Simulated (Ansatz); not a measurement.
## Sensitivity of the G0W0 gap of CsPbBr3 (Pm-3m)

A base run on CsPbBr3 (Pm-3m), then changed inputs.

Method: G0W0 on PBE, plane waves, PAW; PAW set soft_1, in Ansatz 0.2.0.

In doubt: masses and optical values from hybrid runs of this build are listed as unsure (step 3), which bears on the screening that GW takes from such a start.

**1. The structure**

The structure is cubic, space group Pm-3m (No. 221). Conventional cell: a = 5.949 Å, b = 5.949 Å, c = 5.949 Å, α = 90.00°, β = 90.00°, γ = 90.00°. Cs has 12 Br at 4.21 Å nearest. Pb has 6 Br at 2.97 Å nearest. Nearest to Br lie 2 Pb at 2.97 Å and 4 Cs at 4.21 Å. Farther neighbours and most contacts between anions are not listed.

The cell and positions are those that the Materials Project relaxed with its own functionals (PBE, PBE+U or r2SCAN), kept fixed. Spin-orbit coupling is left out unless a step names it.

**2. The base run: 2×2×2 mesh, 477 empty bands, screening to 100 eV, PAW set soft_1 files**

Now the one-shot GW correction: screening in the RPA, then the self-energy of the levels asked for. This step takes PAW set soft_1 files.

Input file input.yaml:

```yaml
crystal:
  lattice:
    - [5.94863082, 0.0, 0.0]
    - [0.0, 5.94863082, 0.0]
    - [0.0, 0.0, 5.94863082]
  atoms:
    - { symbol: Cs, position: [0.0, 0.0, 0.0] }
    - { symbol: Pb, position: [0.5, 0.5, 0.5] }
    - { symbol: Br, position: [0.5, 0.5, 0.0] }
    - { symbol: Br, position: [0.5, 0.0, 0.5] }
    - { symbol: Br, position: [0.0, 0.5, 0.5] }
kpoints:
  mp_grid: { grid: [2, 2, 2] }
hamiltonian:
  xc: pbe
  pseudopotentials: { kind: paw, azcp: { folder: soft_1 } }
scf:
  occupations: { method: fixed }
gw:
  n_empty_bands: 477
  ecut_chi: 100
  qp_bands: [v2, c2]
  qp_kpoints: band_edges
  screening: { model: contour_deformation }
```

Started as:

```
ansatz run input.yaml --threads 2 --pin off --max-ram 92160MiB --backend cuda --events-out ev --progress --plain --runs-dir out --devices 1 --max-vram 13GiB
```

Numbers of over 12 decimals in the logs are rounded to 6 here.

The program printed:

```text
GPUs: using 1 of 1 available (devices: 1).
Engine: ansatz 0.2.0, x86_64-unknown-linux-gnu
Pseudopotentials: kind: paw
Pseudopotential: Cs, paw, valence charge 9, recommended cutoff 420 eV (normal), soft_1/Cs.paw.azcp
Pseudopotential: Pb, paw, valence charge 14, recommended cutoff 420 eV (normal), soft_1/Pb.paw.azcp
Pseudopotential: Br, paw, valence charge 7, recommended cutoff 420 eV (normal), soft_1/Br.paw.azcp
Functional definition: PBE
  parameter kappa = 0.804
  parameter beta = 0.066725
  exchange = pbe_x(kappa = kappa, mu = beta*pi^2/3)
  correlation = pbe_c(beta = beta)
device memory: the entry about to start is reckoned to put 1.3 GiB on a device that reports 52.5 GiB free (of which the cap on the GPU budget leaves the run 13.0 GiB)
GPU FFT provider: cuFFT
GPU libraries: cuBLAS 13.8.2, cuFFT 12.4.0, cuSOLVER 12.3.4
Crystal: 5 atoms, lattice volume = 210.499 Å³
Basis set: ecut = 420 eV, 4067 PW (Γ)
Bands: 27, of which v1, the nominal top of the filled ones, is band 22 counted from 1 (21 counted from 0)
Symmetry: 48 space group operations
Space group: Pm-3m (ITA 221), of the structure as read, at distance tolerance 5.9e-5 Å
k-points: 4 of 8
Non-local potential: Cs, projectors of the file, l = 0: 3, l = 1: 2, l = 2: 2, l = 3: 2
Non-local potential: Pb, projectors of the file, l = 0: 2, l = 1: 2, l = 2: 2, l = 3: 1
Non-local potential: Br, projectors of the file, l = 0: 2, l = 1: 2, l = 2: 2
PAW form: soft (Blöchl's): semilocal exchange-correlation on the pseudo side does not see the compensation charge
PAW one-centre angular grid: Cs, 194 points (default); XC on 64 Gauss nodes
PAW one-centre angular grid: Pb, 590 points (default); XC on 64 Gauss nodes
PAW one-centre angular grid: Br, 110 points (default); XC on 64 Gauss nodes
Initial density: superposition of atomic densities (chi_scale 0.1, normalization cell, long waves kept (reshape's long-wave potential 0.01 eV rms))
Initial wavefunctions: pseudopotential atomic-orbital guess
GPU buffer pool allocated for 64000 grid points (all kernels)
GPU transforms: local potential and band sums: pruned to the plane-wave sphere, on 40×40×40
Functional: x = pbe(κ = 0.804, μ = 0.219515), c = pbe(β = 0.066725)
SCF iter   1: F=—  HF=-25936.291052 eV  |F-HF|=—  |Δ(HF+E_count)|=         —  Δρ=1.93e-2  dr2=2.09e0  ethr=3.10e-3  ⟨swp⟩=5.0  Hψ=446  notcnv=0  defer=6
preconditioner: auto → Resta (q_TF=auto, 2.102 Å⁻¹)  ε∞=2.9  [insulator: Δε(μ)=1.612 eV  Ē_g=12.071 eV  n_scr=26 (ndim 8)  ℏωp=16.6 eV  f_vac=0.013  ε∞_Penn≈2.9]
SCF iter   2: F=—  HF=-25935.597680 eV  |F-HF|=—  |Δ(HF+E_count)|=   6.93e-1  Δρ=1.04e-2  dr2=7.57e-1  ethr=3.10e-3  ⟨swp⟩=2.8  Hψ=157  notcnv=0  defer=8
[...]
NSCF: frozen V_eff on 4 k-points
G₀W₀ screening: q 1/4
[... further progress lines ...]
SCF converged after 8 iterations
Free energy (F): -25935.247818 eV
Harris-Foulkes:  -25935.247818 eV  (|F-HF|=5.26e-9)
Internal energy: -25935.247818 eV  (E = F + TS)
E sigma→0 (E₀):  -25935.247818 eV
Fermi energy:    3.330372 eV
--- Per-component energies (eV) ---
  E_band       = -252.382082
  E_kinetic    = 831.632814
  E_local      = -2598.532676  (includes V_loc(G=0)·N_el)
  E_nonlocal   = 481.889897
  E_hartree    = 960.977672
  E_xc         = -978.795052
  E_vxc        = -605.021032  (∫ρ·V_xc dr)
  E_paw        = -22389.716630  (= ΣΔE_a)
  E_vpaw       = -284.307076  (= ΣTr[D̂ρ^β])
  E_aug_tail   = -0.000017  (compensation charges beyond the density's cutoff)
  E_ewald      = -2242.703825
  E_smearing   = -0.000000  (= −TS)
  E_closure    = 0.000000  (closes the sum)
  Σ components = -25935.247818   (vs F -25935.247818, Δ=0.00e0)
--- Band table (eV) ---
  k-point 0: bands = [... 18 lower, 1.4815, 1.5826, 1.5826, 1.5826, 6.5301, 7.6921, 7.6921, 8.4168, ... 1 higher]
  k-point 1: bands = [... 18 lower, 1.3637, 1.4888, 1.4888, 2.0553, 5.9149, 7.9452, 8.5558, 8.6189, ... 1 higher]
  k-point 2: bands = [... 18 lower, 1.2730, 1.3299, 1.9278, 2.7028, 5.4648, 5.4648, 8.2113, 8.6777, ... 1 higher]
  k-point 3: bands = [... 18 lower, 1.9386, 1.9386, 1.9386, 3.3304, 4.9529, 4.9529, 4.9529, 8.0191, ... 1 higher]
--- G₀W₀: contour deformation, 6 samples at zero and on the imaginary axis and 1 off it, 8 q-points, 477 empty bands' worth ---
  eigenvalues of the whole cell's RPA ε∞ on this k-mesh (on a slab, of 1 + 4πα/V) = 9.8729, 9.8729, 9.8729; static W/v taken at q = 0 is 0.101287
  bands read: the sum over 499 bands ends inside a degenerate multiplet in 3 slots, whose members it reads at an even weight; the widest, k=0: bands 498 to 500 (counted from 1) at 2/3 each
  gw.qp_kpoints: band_edges: 4 of 4 stored k-points solved, in 1 pass; an edge of the gap read off the rows below is read off those points alone
    ik  band        ε_KS         Σx   Σc(E_QP)       V_xc       Z   E_QP_lin       E_QP  E_QP is
     0    21      1.5826   -19.2189     2.9306   -15.3347  0.7225     0.5885     0.6290  root
     0    22      1.5826   -19.2189     2.9306   -15.3347  0.7225     0.5885     0.6290  root
     0    23      6.5301    -3.5303    -3.4674    -7.0404  0.7949     6.5728     6.5727  root
     0    24      7.6921    -3.2748    -3.4736    -6.9221  0.7934     7.8666     7.8657  root
     1    21      1.4888   -18.9519     2.9724   -14.9998  0.7212     0.4651     0.5092  root
     1    22      2.0553   -19.8829     2.3302   -16.7652  0.7340     1.2438     1.2678  root
     1    23      5.9149    -8.9216    -3.7841   -13.1179  0.7550     6.3326     6.3271  root
     1    24      7.9452    -4.4512    -3.5702    -8.2259  0.7861     8.1508     8.1496  root
[...]
3    21      1.9386   -19.5597     2.9060   -15.6935  0.7255     0.9385     0.9784  root
     3    22      3.3304   -19.8145     1.6256   -17.5470  0.7495     2.6752     2.6885  root
     3    23      4.9529    -7.6181    -3.6190   -11.5485  0.7679     5.2670     5.2643  root
     3    24      4.9529    -7.6181    -3.6190   -11.5485  0.7679     5.2670     5.2643  root
```

Run time: 8.7 s. Hardware: 1 × NVIDIA H100 80GB HBM3 (shared by 6 runs) with 2 threads of AMD EPYC 7R13 (Zen 3), shared host; peak memory 1.4 GiB.

In the SCF lines HF is the Harris–Foulkes energy and dr2 the Hartree energy of the density residual, in eV; the loop may stop once dr2 is under the threshold and the program's other checks hold. Hψ counts applications of the Hamiltonian.

This step gave:

| Item | Value |
| --- | --- |
| bands summed | 499 |
| RPA ε∞ on this mesh (eigenvalues) | 9.873, 9.873, 9.873 |
| plane waves in the screening matrix | 461 |
| q-points in the mesh | 8 |
| G0W0 gap on the mesh | 2.576 eV |
| k of the valence top | -0.5, -0.5, -0.5 |
| k of the conduction bottom | -0.5, -0.5, -0.5 |
| starting gap on the mesh | 1.622 eV |
| Z at the valence top | 0.7495 |
| Z at the conduction bottom | 0.7679 |
| least direct G0W0 gap on the computed points | 2.576 eV |

The gap on the mesh goes from 1.62 eV to 2.58 eV, a correction of +0.95 eV. Between the two edge states, bare exchange in place of the xc potential would open the gap by 6.20 eV, and correlation takes back 5.24 eV.

**3. Variant: starting point**

This step: G0W0 on r2SCANh, plane waves, PAW; PAW set soft_1.

input.yaml, as its differences from that of step 2:

```diff
@@ -14,3 +14,3 @@
 hamiltonian:
-  xc: pbe
+  xc: r2scanh
   pseudopotentials: { kind: paw, azcp: { folder: soft_1 } }
```

The program printed:

```text
GPUs: using 1 of 1 available (devices: 1).
[...]
davidson cushion auto → on  (no smearing: the cushion is to keep the highest requested band from converging to the state above it; pin scf.eigensolver.cushion to override)
[...]
GPU FFT provider: cuFFT
GPU libraries: cuBLAS 13.8.2, cuFFT 12.4.0, cuSOLVER 12.3.4
Crystal: 5 atoms, lattice volume = 210.499 Å³
Basis set: ecut = 500 eV, 5377 PW (Γ), exchange–correlation on 180×180×180 points (64 copies of the dense FFT grid, shifted against one another)
Bands: 27, of which v1, the nominal top of the filled ones, is band 22 counted from 1 (21 counted from 0)
[... 1 set-up line as in the run before ...]
[...]
k-points: 4 of 8
[...]
GPU buffer pool allocated for 91125 grid points (all kernels)
[...]
iter 1 solved again at ethr=4.11e-3 eV; its pass at ethr=1.00e-1 eV (dr2=1.81e0 eV) is discarded
[...]
SCF iter   4: F=-25994.402776 eV  HF=-25994.402779 eV  |F-HF|=2.48e-6  |Δ(HF+E_count)|=   3.51e-3  Δρ=2.63e-4  dr2=1.32e-4  dr2_τ=1.77e-5  ethr=1.43e-5  ⟨swp⟩=5.8  Hψ=286  notcnv=0  defer=2
SCF 1 stopped early in 4 iterations: F = -25994.402776 eV  dr2 = 1.32e-4
[...]
GPU FFT provider: cuFFT
GPU libraries: cuBLAS 13.8.2, cuFFT 12.4.0, cuSOLVER 12.3.4
[...]
GPU buffer pool allocated for 91125 grid points (all kernels)
[...]
Free energy (F): -25992.828972 eV
Frozen-core exchange: fock
[...]
Internal energy: -25992.828972 eV  (E = F + TS)
E sigma→0 (E₀):  -25992.828972 eV
Fermi energy:    2.751726 eV
[...]
--- Band table (eV) ---
  k-point 0: bands = [... 18 lower, 0.6350, 0.7520, 0.7520, 0.7520, 6.9585, 8.0414]
  k-point 1: bands = [... 18 lower, 0.5207, 0.6525, 0.6525, 1.3323, 6.3110, 8.4031]
  k-point 2: bands = [... 18 lower, 0.4242, 0.4931, 1.1108, 2.0601, 5.8384, 5.8384]
  k-point 3: bands = [... 18 lower, 1.1210, 1.1210, 1.1210, 2.7517, 5.3134, 5.3134]
  guard bands above this table: 3 of the run's 27 bands. The solve was not asked for them (output.publish_guard_bands: true or output.eigenvalues: true publishes all)
[...]
0    21      0.7520   -19.2740     2.4906   -16.2471  0.7652     0.2094     0.2158  root
     0    22      0.7520   -19.2740     2.4906   -16.2471  0.7652     0.2094     0.2158  root
     0    23      6.9585    -3.4485    -3.2162    -6.5706  0.8270     6.8645     6.8643  root
     0    24      8.0414    -3.1577    -3.1927    -6.4311  0.8265     8.1221     8.1220  root
     1    21      0.6525   -19.0234     2.5205   -15.9398  0.7644     0.0822     0.0894  root
     1    22      1.3323   -19.9384     1.9650   -17.5516  0.7747     0.9069     0.9105  root
     1    23      6.3110    -8.6690    -3.5471   -12.5365  0.7934     6.6332     6.6313  root
     1    24      8.4031    -4.2447    -3.2856    -7.5761  0.8205     8.4488     8.4488  root
[...]
3    21      1.1210   -19.5778     2.4694   -16.5679  0.7675     0.5741     0.5804  root
     3    22      2.7517   -19.8865     1.3474   -18.1927  0.7874     2.4033     2.4054  root
     3    23      5.3134    -7.4588    -3.3978   -11.0833  0.8032     5.5410     5.5402  root
     3    24      5.3134    -7.4588    -3.3978   -11.0833  0.8032     5.5410     5.5402  root
```

Run time: 45 s. Hardware: 1 × NVIDIA H100 80GB HBM3 (shared by 6 runs) with 2 threads; peak memory 1.9 GiB; 52 s of CPU time.

The G0W0 gap on the mesh is 3.135 eV.

Against the base:

```
setting  base  variant
  start   PBE  r2SCANh
```

```
                                    quantity  variant   base
                    starting gap on the mesh    2.562  1.622
                        G0W0 gap on the mesh    3.135  2.576
least direct G0W0 gap on the computed points    3.135  2.576
                        Z at the valence top    0.787  0.749
                  Z at the conduction bottom    0.803  0.768
```

**4. What came out**

```yaml
base: 2.58 eV, 8.7 s
starting_point: 3.13 eV, 45 s
```

What this shows: Starting point: the gap moves by +0.56 eV and the time by a factor of 5.2 (the plane-wave cutoff goes from 420 to 500 eV). All runs here use a coarse mesh and modest cutoffs; they test settings and are not final values. The 2×2×2 mesh is coarse for this cell (its supercell is 12 Å along the shortest edge). The RPA ε∞ on it, from the PBE start, is 9.87; such meshes misread the long-range screening, most where the gap is narrow. Where an edge is built on 6p states of lead, bismuth or thallium, scalar-relativistic gaps usually stand too wide, by a few tenths to over one eV. This is the ideal cubic cell; many perovskites, halides above all, are cubic only on average, and local tilts or off-centring can widen the gap. The many-body steps are scalar-relativistic: spin-orbit coupling is not in them.

[Paths, hosts, dates, memory and timing lines, banners, echoed tables and standing remarks are left out of the program output.]

[Logs are printed without paths, hosts, clocks, repeated set-up lines and the standing remarks that a program may print on its own settings, such as how far it seeks lower states.]

[Runs of the session that timed out or met a known fault of the program may be left out.]

[Cells called generated may have been cut or substituted from an entry of the Crystallography Open Database or the Materials Project.]

[Hosts, paths, dates, database ids (printed as entryN), source tags and the programs' standing remarks are cut or masked in the printed files.]
